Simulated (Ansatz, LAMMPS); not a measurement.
## Finding the fault: liquid (K,Li)2CO3 at 900 K (96 atoms)

Program: Ansatz 0.2.0. The cell: 16 C, 48 O, 12 K and 20 Li.

input.yaml reads:

```yaml
crystal:
  lattice:
    - [11.03082, 0.0, 0.0]
    - [0.0, 11.03082, 0.0]
    - [0.0, 0.0, 11.03082]
  atoms:
    - { symbol: C, position: [0.61675, 0.63059, 0.62191] }
    - { symbol: O, position: [0.66389, 0.53052, 0.61129] }
    - { symbol: O, position: [0.55863, 0.65839, 0.52445] }
    - { symbol: O, position: [0.64813, 0.69836, 0.70633] }
    - { symbol: C, position: [0.5764, 0.16003, 0.22386] }
    - { symbol: O, position: [0.69054, 0.17775, 0.212] }
    - { symbol: O, position: [0.50008, 0.22794, 0.18016] }
    - { symbol: O, position: [0.55788, 0.07411, 0.29053] }
    - { symbol: C, position: [0.45061, 0.4563, 0.83881] }
    - { symbol: O, position: [0.56772, 0.4282, 0.84699] }
    - { symbol: O, position: [0.38983, 0.39007, 0.77386] }
    - { symbol: O, position: [0.39778, 0.52728, 0.90737] }
    - { symbol: C, position: [0.83282, 0.29481, 0.80581] }
    - { symbol: O, position: [0.79784, 0.214, 0.88892] }
    - { symbol: O, position: [0.84347, 0.40617, 0.82305] }
    - { symbol: O, position: [0.82515, 0.26166, 0.69236] }
    - { symbol: C, position: [0.95136, 0.578, 0.11166] }
    - { symbol: O, position: [0.89735, 0.48305, 0.08795] }
    [... 72 atom lines left out ...]
    - { symbol: Li, position: [0.80846, 0.75808, 0.03797] }
    - { symbol: Li, position: [0.91105, 0.1483, 0.5676] }
    - { symbol: Li, position: [0.65918, 0.26657, 0.37394] }
    - { symbol: Li, position: [0.59345, 0.96107, 0.17006] }
    - { symbol: Li, position: [0.70382, 0.52792, 0.78071] }
    - { symbol: Li, position: [0.54277, 0.47428, 0.46535] }
kpoints:
  mp_grid: { grid: [1, 1, 1] }
hamiltonian:
  xc: pbesol
scf:
  occupations: { method: fermi_dirac, width: 0.3 }
  n_extra_bands: 0
  max_iter: 60
output:
  forces: true
```

Command:

```sh
$ ansatz run input.yaml --threads 4 --pin off --max-ram 8192MiB --backend cpu --events-out ev --progress --plain --runs-dir out
```

Log:

```text
Error: inconsistent input (scf.n_extra_bands, scf.occupations.method): n_bands = 260 leaves no empty band above the 260 bands per channel that the deck's 520 electrons occupy, and the occupations search for the Fermi level (a smearing at a finite width, or tetrahedra): [...]
```

Run time: 0.08 s. Hardware: 4 threads of Arm Neoverse V2, shared host; peak memory 0.083 GiB; 0.14 s of CPU time.

**Question.** What is wrong with this input, and how is it mended?

Too few bands: scf.n_extra_bands = 0, scf.occupations.method = "fermi_dirac" and scf.occupations.width = 0.3.

The fix is to take out scf.n_extra_bands.

The program refused it before any cycle.

[Logs are printed without paths, hosts, clocks, repeated set-up lines and the standing remarks that a program may print on its own settings, such as how far it seeks lower states.]

[Hosts, paths, dates, database ids (printed as entryN), source tags and the programs' standing remarks are cut or masked in the printed files.]
